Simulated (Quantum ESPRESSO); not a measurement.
# FeI2: parallel and opposed starts, part 2 of 2

Wanted: the moments of FeI2 and the energy of each order that was tried.

Quantum ESPRESSO 7.5; PBEsol with U = 4.5 eV on Fe d (ortho-atomic projectors); plane waves with GBRV 1.5 PBEsol potentials, no spin-orbit coupling.

So far, absolute magnetization (μB): step 2 (run 1, typed as ferro +) 4.03.

The database entry behind the starting cell has ideal inner coordinates that were not refined, so it need not match the best structure at ambient conditions.

**3. Run 2, typed as antiferro q=(0,1/2,0) +−**

The cell is doubled to 6 atoms to hold this order. The wavevector q is in fractions of the reciprocal vectors of the crystal's primitive cell, as the cells of these inputs are built from it; moments change sign between cells as cos(2π q·R).

The input, pw.in:

```
&CONTROL
  calculation = 'scf'
  prefix = 'pwscf'
  outdir = './tmp'
  pseudo_dir = './pseudo'
  disk_io = 'nowf'
/
&SYSTEM
  ibrav = 0
  celldm(1) = 8
  nat = 6
  ntyp = 3
  ecutwfc = 40
  ecutrho = 280
  nbnd = 40
  occupations = 'smearing'
  smearing = 'fd'
  degauss = 0.00734986
  nspin = 2
  starting_magnetization(1) = 0.25
  starting_magnetization(2) = -0.25
  starting_magnetization(3) = 0
/
&ELECTRONS
  conv_thr = 1.2d-08
  electron_maxstep = 150
  mixing_beta = 0.3
/
ATOMIC_SPECIES
Fe1    55.8450 fe_pbesol_v1.5.uspp.F.UPF
Fe2    55.8450 fe_pbesol_v1.5.uspp.F.UPF
I     126.9045 i_pbesol_v1.uspp.F.UPF
CELL_PARAMETERS alat
   0.9543116929360    0.0000000000000    0.0000000000000
  -0.9543116929360    1.6529163384274    0.0000000000000
   0.0000000000000    0.0000000000000    1.5944564176530
ATOMIC_POSITIONS crystal
Fe1     0.0000000000    0.0000000000    0.0000000000
Fe2     0.0000000000    0.5000000000    0.0000000000
I       0.3333333333    0.3333333334    0.2500000000
I       0.3333333333    0.8333333333    0.2500000000
I       0.6666666667    0.1666666666    0.7500000000
I       0.6666666667    0.6666666666    0.7500000000
K_POINTS automatic
6 3 4 0 0 0
HUBBARD {ortho-atomic}
U Fe1-3d 4.5000
U Fe2-3d 4.5000
```

The run is started by

```bash
$ OMP_NUM_THREADS=1 mpirun -n 4 pw.x -nk 4 -in pw.in > pw.out
```

What it wrote:

```text
[banner, memory and clock lines left out]
Program PWSCF v.7.5 starts

     Message from routine setup:
     using ibrav=0 with symmetry is DISCOURAGED, use correct ibrav instead

     bravais-lattice index     =            0
     lattice parameter (alat)  =       8.0000  a.u.
     unit-cell volume          =    1287.7268 (a.u.)^3
     number of atoms/cell      =            6
     number of atomic types    =            3
     number of electrons       =        60.00
     number of Kohn-Sham states=           40
     kinetic-energy cutoff     =      40.0000  Ry
     charge density cutoff     =     280.0000  Ry
     scf convergence threshold =      1.2E-08
     mixing beta               =       0.3000
     number of iterations used =            8  plain     mixing
     Exchange-correlation= SLA  PW   PSX  PSC
                           (   1   4  10   8   0   0   0)
     Hubbard projectors: ortho-atomic
     Hubbard parameters of DFT+U (Dudarev formulation) in eV:
     U(Fe1-3d) =  4.5000
     U(Fe2-3d) =  4.5000

     Internal variables: lda_plus_u =T, lda_plus_u_kind = 0

     Internal variables: orbital_resolved =F, hub_pot_fix =F, apply_U = F

     celldm(1)=   8.000000  celldm(2)=   0.000000  celldm(3)=   0.000000
     celldm(4)=   0.000000  celldm(5)=   0.000000  celldm(6)=   0.000000

     crystal axes: (cart. coord. in units of alat)
               a(1) = (   0.954312   0.000000   0.000000 )
               a(2) = (  -0.954312   1.652916   0.000000 )
               a(3) = (   0.000000   0.000000   1.594456 )

     reciprocal axes: (cart. coord. in units 2 pi/alat)
               b(1) = (  1.047876  0.604991 -0.000000 )
               b(2) = (  0.000000  0.604991  0.000000 )
               b(3) = (  0.000000 -0.000000  0.627173 )

     PseudoPot. # 1 for Fe read from file:
     fe_pbesol_v1.5.uspp.F.UPF
     Pseudo is Ultrasoft + core correction, Zval = 16.0

     PseudoPot. # 2 for Fe read from file:
     fe_pbesol_v1.5.uspp.F.UPF
     Pseudo is Ultrasoft + core correction, Zval = 16.0

     PseudoPot. # 3 for I  read from file:
     i_pbesol_v1.uspp.F.UPF
     Pseudo is Ultrasoft + core correction, Zval =  7.0

     atomic species   valence    mass     pseudopotential
     Fe1              16.00    55.84500     Fe( 1.00)
     Fe2              16.00    55.84500     Fe( 1.00)
     I                 7.00   126.90450     I ( 1.00)

     Starting magnetic structure
     atomic species   magnetization
     Fe1             0.250
     Fe2            -0.250
     I               0.000

      4 Sym. Ops., with inversion, found

   Cartesian axes

     site n.     atom                  positions (alat units)
         1        Fe1    tau(   1) = (   0.0000000   0.0000000   0.0000000  )
         2        Fe2    tau(   2) = (  -0.4771558   0.8264582   0.0000000  )
         3        I      tau(   3) = (  -0.0000000   0.5509721   0.3986141  )
         4        I      tau(   4) = (  -0.4771558   1.3774303   0.3986141  )
         5        I      tau(   5) = (   0.4771558   0.2754861   1.1958423  )
         6        I      tau(   6) = (   0.0000000   1.1019442   1.1958423  )

     number of k points=    28  Fermi-Dirac smearing, width (Ry)=  0.0073
                       cart. coord. in units 2pi/alat
        k(    1) = (   0.0000000   0.0000000   0.0000000), wk =   0.0138889
        k(    2) = (   0.0000000   0.0000000   0.1567932), wk =   0.0277778
        k(    3) = (   0.0000000   0.0000000  -0.3135865), wk =   0.0138889
        k(    4) = (   0.0000000   0.2016638   0.0000000), wk =   0.0277778
        k(    5) = (   0.0000000   0.2016638   0.1567932), wk =   0.0277778
        [... 23 further k-points ...]

     Dense  grid:   101841 G-vectors     FFT dimensions: (  45,  81,  72)

     Smooth grid:    43929 G-vectors     FFT dimensions: (  32,  64,  54)

     Check: negative core charge=   -0.000011
     Generating pointlists ...
     new r_m :   0.2805 (alat units)  2.2442 (a.u.) for type    1
     new r_m :   0.2805 (alat units)  2.2442 (a.u.) for type    2
     new r_m :   0.2805 (alat units)  2.2442 (a.u.) for type    3

     Initial potential from superposition of free atoms

     starting charge      57.9996, renormalised to      60.0000

     STARTING HUBBARD OCCUPATIONS:

     =================== HUBBARD OCCUPATIONS ===================
     ------------------------ ATOM    1 ------------------------
     Tr[ns(  1)] (up, down, total) =   5.00000  0.00000  5.00000
     Atomic magnetic moment for atom   1 =   5.00000
     [... lines left out ...]
     ------------------------ ATOM    2 ------------------------
     Tr[ns(  2)] (up, down, total) =   0.00000  5.00000  5.00000
     Atomic magnetic moment for atom   2 =  -5.00000
     [... lines left out ...]
     Number of occupied Hubbard levels =   10.0000

     Atomic wfc used for Hubbard projectors are orthogonalized

     Starting wfcs are   42 randomized atomic wfcs

     Self-consistent Calculation

     iteration #  1     ecut=    40.00 Ry     beta= 0.30
     Davidson diagonalization with overlap
     ethr =  1.00E-02,  avg # of iterations =  3.1

     =================== HUBBARD OCCUPATIONS ===================
     ------------------------ ATOM    1 ------------------------
     Tr[ns(  1)] (up, down, total) =   4.95111  1.09258  6.04369
     Atomic magnetic moment for atom   1 =   3.85853
     [... lines left out ...]
     ------------------------ ATOM    2 ------------------------
     Tr[ns(  2)] (up, down, total) =   1.09455  4.95110  6.04566
     Atomic magnetic moment for atom   2 =  -3.85655
     [... lines left out ...]
     Number of occupied Hubbard levels =   12.0894

     Threshold (ethr) on eigenvalues was too large:
     Diagonalizing with lowered threshold

     Davidson diagonalization with overlap
     ethr =  5.83E-04,  avg # of iterations =  3.2

     total energy              =    -760.49661435 Ry
     estimated scf accuracy    <       0.41265746 Ry

     total magnetization       =    -0.00 Bohr mag/cell
     absolute magnetization    =     8.09 Bohr mag/cell

     iteration #  2     ecut=    40.00 Ry     beta= 0.30
     Davidson diagonalization with overlap
     ethr =  6.88E-04,  avg # of iterations =  3.6

     total energy              =    -760.58748159 Ry
     estimated scf accuracy    <       0.10846139 Ry

     total magnetization       =     0.01 Bohr mag/cell
     absolute magnetization    =     7.58 Bohr mag/cell

     [... further iterations left out ...]

     iteration # 85     ecut=    40.00 Ry     beta= 0.30
     Davidson diagonalization with overlap
     ethr =  2.06E-11,  avg # of iterations =  2.7

     total energy              =    -760.64310245 Ry
     estimated scf accuracy    <       0.00000001 Ry

     total magnetization       =     0.00 Bohr mag/cell
     absolute magnetization    =     7.63 Bohr mag/cell

     iteration # 86     ecut=    40.00 Ry     beta= 0.30
     Davidson diagonalization with overlap
     ethr =  2.06E-11,  avg # of iterations =  2.8

     Magnetic moment per site  (integrated on atomic sphere of radius R)
     atom   1 (R=0.281)  charge= 14.6343  magn=  3.6214
     atom   2 (R=0.281)  charge= 14.6344  magn= -3.6214
     atom   3 (R=0.281)  charge=  4.5356  magn= -0.0118
     atom   4 (R=0.281)  charge=  4.5359  magn=  0.0118
     atom   5 (R=0.281)  charge=  4.5359  magn=  0.0118
     atom   6 (R=0.281)  charge=  4.5356  magn= -0.0118

     End of self-consistent calculation

     =================== HUBBARD OCCUPATIONS ===================
     ------------------------ ATOM    1 ------------------------
     Tr[ns(  1)] (up, down, total) =   4.94974  1.28930  6.23904
     Atomic magnetic moment for atom   1 =   3.66044
     [... lines left out ...]
     ------------------------ ATOM    2 ------------------------
     Tr[ns(  2)] (up, down, total) =   1.28932  4.94974  6.23906
     Atomic magnetic moment for atom   2 =  -3.66042
     [... lines left out ...]
     Number of occupied Hubbard levels =   12.4781

     [... lines left out ...]
     the Fermi energy is     5.5643 ev

!    total energy              =    -760.64310249 Ry
     estimated scf accuracy    <       0.00000001 Ry
     smearing contrib. (-TS)   =      -0.01520317 Ry
     internal energy E=F+TS    =    -760.62789932 Ry

     The total energy is F=E-TS. E is the sum of the following terms:
     one-electron contribution =    -509.39043816 Ry
     hartree contribution      =     272.56430270 Ry
     xc contribution           =    -249.35863940 Ry
     ewald contribution        =    -274.68015626 Ry
     Hubbard energy            =       0.23703180 Ry

     total magnetization       =     0.00 Bohr mag/cell
     absolute magnetization    =     7.63 Bohr mag/cell

     convergence has been achieved in  86 iterations
```

Elapsed: 9.9 min, on 4 MPI ranks of Intel Xeon at 2.70GHz, shared host; peak memory 1.1 GiB.

Spin moment in the atom's sphere by atom:

```tsv
atom	spin moment in the atom's sphere (μB)
Fe1	3.62
Fe2	-3.62
I3	-0.01
I4	0.01
I5	0.01
I6	-0.01
```

This step gave:

```yaml
smearing_term_ts: 0.2068 eV
magnetization: 0 μB
absolute_magnetization: 7.634 μB
final_state: antiferromagnetic
```

**4. Run 3, typed as ferro +**

The input, pw.in:

```
&CONTROL
  calculation = 'scf'
  prefix = 'pwscf'
  outdir = './tmp'
  pseudo_dir = './pseudo'
  disk_io = 'nowf'
/
&SYSTEM
  ibrav = 0
  celldm(1) = 8
  nat = 3
  ntyp = 2
  ecutwfc = 40
  ecutrho = 280
  nbnd = 24
  occupations = 'smearing'
  smearing = 'fd'
  degauss = 0.00734986
  nspin = 2
  starting_magnetization(1) = 0.25
  starting_magnetization(2) = 0
/
&ELECTRONS
  conv_thr = 6d-09
  electron_maxstep = 150
  mixing_beta = 0.3
/
ATOMIC_SPECIES
Fe     55.8450 fe_pbesol_v1.5.uspp.F.UPF
I     126.9045 i_pbesol_v1.uspp.F.UPF
CELL_PARAMETERS alat
   0.9543116929360    0.0000000000000    0.0000000000000
  -0.4771558464680    0.8264581692137    0.0000000000000
   0.0000000000000    0.0000000000000    1.5944564176530
ATOMIC_POSITIONS crystal
Fe      0.0000000000    0.0000000000    0.0000000000
I       0.3333333333    0.6666666667    0.2500000000
I       0.6666666667    0.3333333333    0.7500000000
K_POINTS automatic
6 6 4 0 0 0
HUBBARD {ortho-atomic}
U Fe-3d 4.5000
```

What it wrote:

```text
     [... lines left out ...]
Program PWSCF v.7.5 starts
     [... lines left out ...]
     number of atoms/cell      =            3
     [... lines left out ...]
     number of electrons       =        30.00
     number of Kohn-Sham states=           24
     kinetic-energy cutoff     =      40.0000  Ry
     charge density cutoff     =     280.0000  Ry
     scf convergence threshold =      6.0E-09
     [... lines left out ...]
     12 Sym. Ops., with inversion, found
     [... lines left out ...]
     number of k points=    24  Fermi-Dirac smearing, width (Ry)=  0.0073
     [... lines left out ...]
     iteration # 17     ecut=    40.00 Ry     beta= 0.30
     [... lines left out ...]
     Magnetic moment per site  (integrated on atomic sphere of radius R)
     atom   1 (R=0.281)  charge= 14.6344  magn=  3.6301
     atom   2 (R=0.281)  charge=  4.5353  magn=  0.1051
     atom   3 (R=0.281)  charge=  4.5353  magn=  0.1051
     [... lines left out ...]
     Tr[ns(  1)] (up, down, total) =   4.95204  1.28888  6.24092
     [... lines left out ...]
     the Fermi energy is     5.5641 ev
!    total energy              =    -380.32290005 Ry
     estimated scf accuracy    <          4.0E-09 Ry
     smearing contrib. (-TS)   =      -0.00623090 Ry
     [... lines left out ...]
     total magnetization       =     4.00 Bohr mag/cell
     absolute magnetization    =     4.02 Bohr mag/cell
     convergence has been achieved in  17 iterations
```

Run time: 34 s. Hardware: 4 MPI ranks; peak memory 0.56 GiB.

Spin moment in the atom's sphere by atom:

```tsv
atom	spin moment in the atom's sphere (μB)
Fe1	3.63
I2	0.11
I3	0.11
```

This step gave:

```
smearing term TS       : 0.08478 eV
magnetization          : 3.999 μB
absolute magnetization : 4.025 μB
final state            : ferromagnetic
```

**5. Ranking**

An order is kept where moments of 0.15 μB or more survive with the typed signs; meshes match where a doubled cell samples the same k points as the first cell.

Orders:

```tsv
start	final state	typed order kept	energy over the lowest (meV a seeded atom)	largest site moment (μB)	net moment (μB a cell of the first run)	mesh matched	CPU time (s)
ferro +	ferromagnetic	yes	0	3.63	3.999	yes	146.2
antiferro q=(0,1/2,0) +-	antiferromagnetic	yes	18.35	3.621	0	yes	2373
ferro +	ferromagnetic	yes	0	3.63	3.999	yes	134.5
```

**6. Occupations of the corrected shells in the lowest state**

Occupations of the Hubbard shells:

```tsv
block	type	shell	spin	electrons	occupation numbers
1	Fe	3d	up	4.952	0.989 0.989 0.990 0.992 0.992
1	Fe	3d	down	1.289	0.019 0.081 0.081 0.554 0.554
```

**7. Summary of results**

```
lowest state found      : ferromagnetic (from ferro + and ferro +)
largest site moment     : 3.63 μB
next state with moments : antiferromagnetic, 18.4 meV a seeded atom higher
```

**Reading.** The smearing terms TS of the orders run from 85 to 103 meV a seeded atom, so the differences would change at a smaller width: an order with a larger TS is lowered more by the smearing. Only these 3 starts were compared; other wavevectors, canted and longer-period orders were not. Energies are free energies at an electronic temperature of 1160 K, which lowers moments and differences where the moments are itinerant. The smearing term is large for its width, so states at the Fermi level are partly filled: at this level the cell is a metal or has a gap of a few widths at most. Degenerate orbitals of a corrected shell are partly filled. Whether a state of lower symmetry lies under this one was not tested; under a U it often does.

[Logs and program files are shortened in this print: banners, set-up blocks, solver, clock and traceback lines can be left out without a mark of their own.]

[Logs are printed without paths, hosts, clocks, repeated set-up lines and the standing remarks that a program may print on its own settings, such as how far it seeks lower states.]

[Hosts, paths, dates, database ids (printed as entryN), source tags and the programs' standing remarks are cut or masked in the printed files.]

[Where a cell is said to come from a database of computed structures, the database is the Materials Project.]
